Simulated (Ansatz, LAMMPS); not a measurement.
# Glassy 72SiO2-17Al2O3-6BaO-6ZnO (mol %) (116 atoms): atom by atom

116 atoms (26 Si, 12 Al, 2 Ba, 2 Zn, 74 O) placed at random at 2.68 g/cm³, melted at 4000 K for 10 ps at fixed volume with the Morse and Coulomb pair potential with partial charges (Pedone, Malavasi, Menziani, Cormack and Segre, J. Phys. Chem. B 110, 11780 (2006)). Quenched from 4000 K to 300 K at 50 K/ps and fixed volume, held 5 ps.

This is the geometry as built. Method: Kohn-Sham DFT, PBE, PAW (set soft_2), plane waves (Ansatz 0.2.0); cutoff 420 eV, Γ point, fixed occupations; density 2.68 g/cm³.

Cell vectors (Å):

```
11.782 0.000 0.000
0.000 11.782 0.000
0.000 0.000 11.782
```

Positions (Å):

```
1 Si 6.093 4.337 3.835
2 Si 7.329 3.711 6.472
3 Si 10.054 9.384 5.217
4 Si 5.386 0.304 4.950
5 Si 2.265 6.389 11.621
6 Si 7.249 8.866 5.959
7 Si 0.486 6.330 9.032
8 Si 1.752 2.067 2.617
9 Si 0.854 3.609 5.203
10 Si 3.054 6.571 7.358
11 Si 4.823 11.595 8.175
12 Si 5.409 2.687 8.786
13 Si 11.136 10.845 11.376
14 Si 8.595 0.338 4.274
15 Si 4.750 11.146 2.135
16 Si 9.023 0.817 1.215
17 Si 0.519 8.216 3.178
18 Si 10.102 0.877 8.999
19 Si 10.209 3.990 9.917
20 Si 7.655 5.804 10.325
21 Si 6.196 6.394 7.634
22 Si 10.048 3.789 1.259
23 Si 6.533 9.071 0.951
24 Si 4.829 4.708 11.042
25 Si 9.057 8.665 10.881
26 Si 2.941 6.481 4.182
27 Al 10.215 2.211 6.393
28 Al 0.804 5.301 2.297
29 Al 1.624 10.823 1.542
30 Al 3.544 8.866 0.299
31 Al 2.561 9.440 9.016
32 Al 11.387 9.262 8.133
33 Al 5.971 7.510 3.471
34 Al 3.719 3.053 4.769
35 Al 4.605 2.574 1.765
36 Al 0.944 3.568 11.635
37 Al 7.152 0.646 10.314
38 Al 7.795 10.530 8.501
39 Ba 2.592 9.938 5.820
40 Ba 9.463 5.693 4.653
41 Zn 7.324 5.887 1.436
42 Zn 1.303 3.470 8.118
43 O 1.230 6.535 10.386
44 O 10.454 9.321 11.164
45 O 0.932 2.627 3.894
46 O 7.561 10.084 6.878
47 O 6.432 2.056 9.848
48 O 4.781 0.852 1.564
49 O 6.260 3.023 7.439
50 O 8.628 7.116 10.832
51 O 4.643 1.678 5.047
52 O 4.600 11.326 3.781
53 O 11.161 5.116 9.149
54 O 9.375 1.492 5.002
55 O 10.861 3.986 11.572
56 O 6.867 6.245 9.055
57 O 5.245 8.749 0.074
58 O 4.859 3.982 9.518
59 O 3.808 10.518 8.430
60 O 2.386 3.465 5.711
61 O 2.742 7.420 0.836
62 O 1.502 5.151 0.597
63 O 6.115 10.312 1.885
64 O 4.696 4.406 4.586
65 O 10.815 11.731 10.060
66 O 2.811 8.037 7.799
67 O 10.806 9.573 6.585
68 O 4.557 1.374 8.461
69 O 1.704 0.423 2.601
70 O 2.343 5.336 3.170
71 O 8.888 3.372 6.754
72 O 9.402 10.699 4.528
73 O 11.128 8.633 4.199
74 O 8.508 0.415 8.987
75 O 7.148 3.600 4.919
76 O 0.827 10.931 0.082
77 O 6.761 7.857 1.894
78 O 6.971 0.350 4.667
79 O 8.697 9.388 9.403
80 O 9.606 2.325 1.255
81 O 1.304 3.279 10.021
82 O 1.775 5.793 8.065
83 O 5.139 11.530 6.527
84 O 11.219 4.311 2.241
85 O 6.408 5.360 11.309
86 O 8.580 0.491 2.717
87 O 4.689 6.194 7.816
88 O 11.466 7.585 8.503
89 O 7.883 9.368 0.041
90 O 4.481 3.640 0.360
91 O 3.247 2.671 2.932
92 O 10.225 11.586 0.747
93 O 0.029 6.871 2.407
94 O 8.721 8.342 5.492
95 O 3.059 6.430 5.780
96 O 8.758 4.668 9.961
97 O 0.021 2.999 6.535
98 O 1.271 2.556 1.165
99 O 2.682 9.106 10.630
100 O 1.019 10.011 8.500
101 O 6.497 7.804 6.951
102 O 0.993 9.462 2.355
103 O 7.092 5.389 6.673
104 O 8.810 4.786 1.352
105 O 6.231 11.168 9.094
106 O 10.022 2.491 9.488
107 O 6.390 8.721 4.648
108 O 6.703 5.802 3.452
109 O 5.921 3.405 2.592
110 O 3.652 5.743 11.054
111 O 4.325 7.235 3.615
112 O 3.534 10.303 1.412
113 O 7.808 0.638 0.026
114 O 10.501 0.918 7.483
115 O 1.831 7.785 4.016
116 O 0.213 4.975 4.976
```

Q: Give the force and the charge of every atom.

Columns: atom, q, fx, fy, fz (forces in eV/Å, q the Löwdin charge in e).

```
1 1.72 0.077 -1.152 1.399
2 1.73 0.832 1.827 2.083
3 1.74 -1.426 -0.631 -1.592
4 1.74 1.444 0.696 1.979
5 1.80 -0.298 -2.977 -1.888
6 1.76 -0.444 -2.124 0.654
7 1.76 -0.107 -0.880 -0.682
8 1.74 -0.632 -1.636 -0.469
9 1.66 0.769 -1.413 0.023
10 1.77 2.344 -1.316 0.635
11 1.77 4.522 2.019 -1.573
12 1.79 2.845 -0.713 1.012
13 1.80 -2.266 0.301 1.352
14 1.79 -0.804 -0.658 1.429
15 1.77 0.416 1.151 0.107
16 1.79 -0.922 -1.292 -2.099
17 1.73 0.305 -1.996 -1.215
18 1.76 -1.826 1.818 0.251
19 1.77 1.321 1.849 1.676
20 1.76 2.128 0.887 -0.165
21 1.79 2.892 0.135 -2.082
22 1.75 0.903 3.795 0.283
23 1.75 -0.059 2.145 -3.229
24 1.78 0.232 -1.912 -0.984
25 1.78 -4.145 2.101 -1.742
26 1.72 -0.034 1.534 -3.134
27 1.37 -1.875 -0.088 -0.610
28 1.34 1.086 1.623 0.515
29 1.40 1.215 0.267 1.797
30 1.38 0.308 -0.027 -0.838
31 1.32 0.190 -0.916 0.158
32 1.40 -0.679 -1.342 0.092
33 1.34 0.273 -0.098 0.563
34 1.39 0.005 -0.478 -1.722
35 1.41 0.929 0.619 -0.499
36 1.37 0.115 0.993 -0.216
37 1.41 0.051 -0.139 -2.368
38 1.40 0.133 0.325 -0.249
39 1.94 0.137 -0.351 -0.467
40 1.88 0.850 -0.152 -0.102
41 1.52 -0.149 -0.139 0.285
42 1.47 -0.532 0.083 0.816
43 -0.79 0.303 1.282 1.292
44 -0.77 2.828 0.350 0.732
45 -0.79 -1.237 -0.620 0.074
46 -0.84 0.256 2.053 0.321
47 -0.88 0.082 1.247 0.599
48 -0.84 0.148 0.353 -0.657
49 -0.79 -0.677 -0.200 -0.190
50 -0.78 -0.420 -2.046 0.329
51 -0.85 -0.211 0.888 0.465
52 -0.82 -1.098 -2.272 -0.415
53 -0.79 -0.317 -1.148 -0.410
54 -0.84 1.325 0.926 0.630
55 -0.77 -0.055 -0.260 -2.373
56 -0.80 0.243 0.665 0.361
57 -0.86 0.293 -0.435 -0.875
58 -0.78 -0.946 1.434 0.598
59 -0.85 -3.267 -2.168 0.194
60 -0.88 -0.234 0.229 2.259
61 -0.82 0.374 2.749 2.791
62 -0.82 -0.716 -0.926 0.629
63 -0.78 0.366 0.854 0.678
64 -0.86 -0.047 1.918 0.771
65 -0.77 1.121 -0.491 -0.710
66 -0.89 -0.321 3.581 0.626
67 -0.85 0.382 0.712 0.653
68 -0.79 -2.611 -0.312 -0.410
69 -0.85 0.231 0.533 0.214
70 -0.81 0.458 0.373 1.260
71 -0.86 0.584 0.389 0.356
72 -0.79 0.047 -0.375 0.337
73 -0.81 -2.074 0.685 1.636
74 -0.81 -0.622 -1.146 0.512
75 -0.80 -0.158 0.097 -2.966
76 -0.82 0.666 0.056 -1.477
77 -0.89 1.164 -3.737 2.367
78 -0.79 0.844 -0.391 0.160
79 -0.84 0.872 -0.946 -0.016
80 -0.79 -0.799 -2.894 0.127
81 -1.00 0.264 -0.346 -2.043
82 -0.82 -0.443 -1.628 -0.561
83 -0.82 -0.443 -1.130 -0.441
84 -0.86 -1.683 -1.480 0.380
85 -0.81 0.087 0.107 1.198
86 -0.79 -0.295 0.089 -2.354
87 -0.79 -5.618 -0.700 -0.214
88 -0.83 -0.557 0.353 -0.352
89 -0.79 -0.137 -0.264 1.000
90 -0.83 0.081 -1.289 0.842
91 -0.81 0.351 -0.007 0.449
92 -0.80 -0.302 0.053 0.450
93 -0.86 -0.409 0.824 0.078
94 -0.86 2.871 -0.738 -0.867
95 -0.78 -0.191 -0.645 0.133
96 -0.77 -1.202 0.086 0.500
97 -0.88 0.527 -0.381 0.247
98 -0.84 0.141 -0.571 0.325
99 -0.91 0.346 0.012 0.613
100 -0.93 0.910 1.330 -0.414
101 -0.81 0.006 0.605 0.465
102 -0.85 -0.156 1.047 -0.430
103 -0.84 0.147 -0.998 -0.121
104 -0.99 -0.663 0.693 0.254
105 -0.81 -0.535 0.593 0.610
106 -0.77 0.561 -1.456 -0.335
107 -0.84 -0.789 0.644 -1.489
108 -0.91 0.859 1.043 -0.308
109 -0.85 0.482 -0.846 -1.475
110 -0.79 0.114 1.132 -1.285
111 -0.85 -1.825 -0.808 0.389
112 -0.80 -1.968 0.182 0.371
113 -0.83 2.122 0.214 3.538
114 -0.84 0.979 -1.077 0.038
115 -0.86 1.405 -0.085 1.975
116 -0.94 -1.939 2.697 -0.822
```

The quench rate of 50 K/ps is many orders above laboratory rates, so the cell is likely richer in defects and strain than a real sample. The force components of 1.3 eV/Å r.m.s. hold both thermal displacement and the mismatch between the potential that made the cell and DFT. The network of bonds at the start is that of the classical potential that made the cell, and needn't be the one that DFT or experiment would give. Only the Γ point is sampled, in a cell whose shortest periodic width is 12 Å. The Löwdin charges lack the electrons that the projection spills, 0.065 e an atom on average.

The r.m.s. force component is 1.27 eV/Å; the longest force, 5.67 eV/Å, acts on O87.

[Logs are printed without paths, hosts, clocks, repeated set-up lines and the standing remarks that a program may print on its own settings, such as how far it seeks lower states.]

[Hosts, paths, dates, database ids (printed as entryN), source tags and the programs' standing remarks are cut or masked in the printed files.]
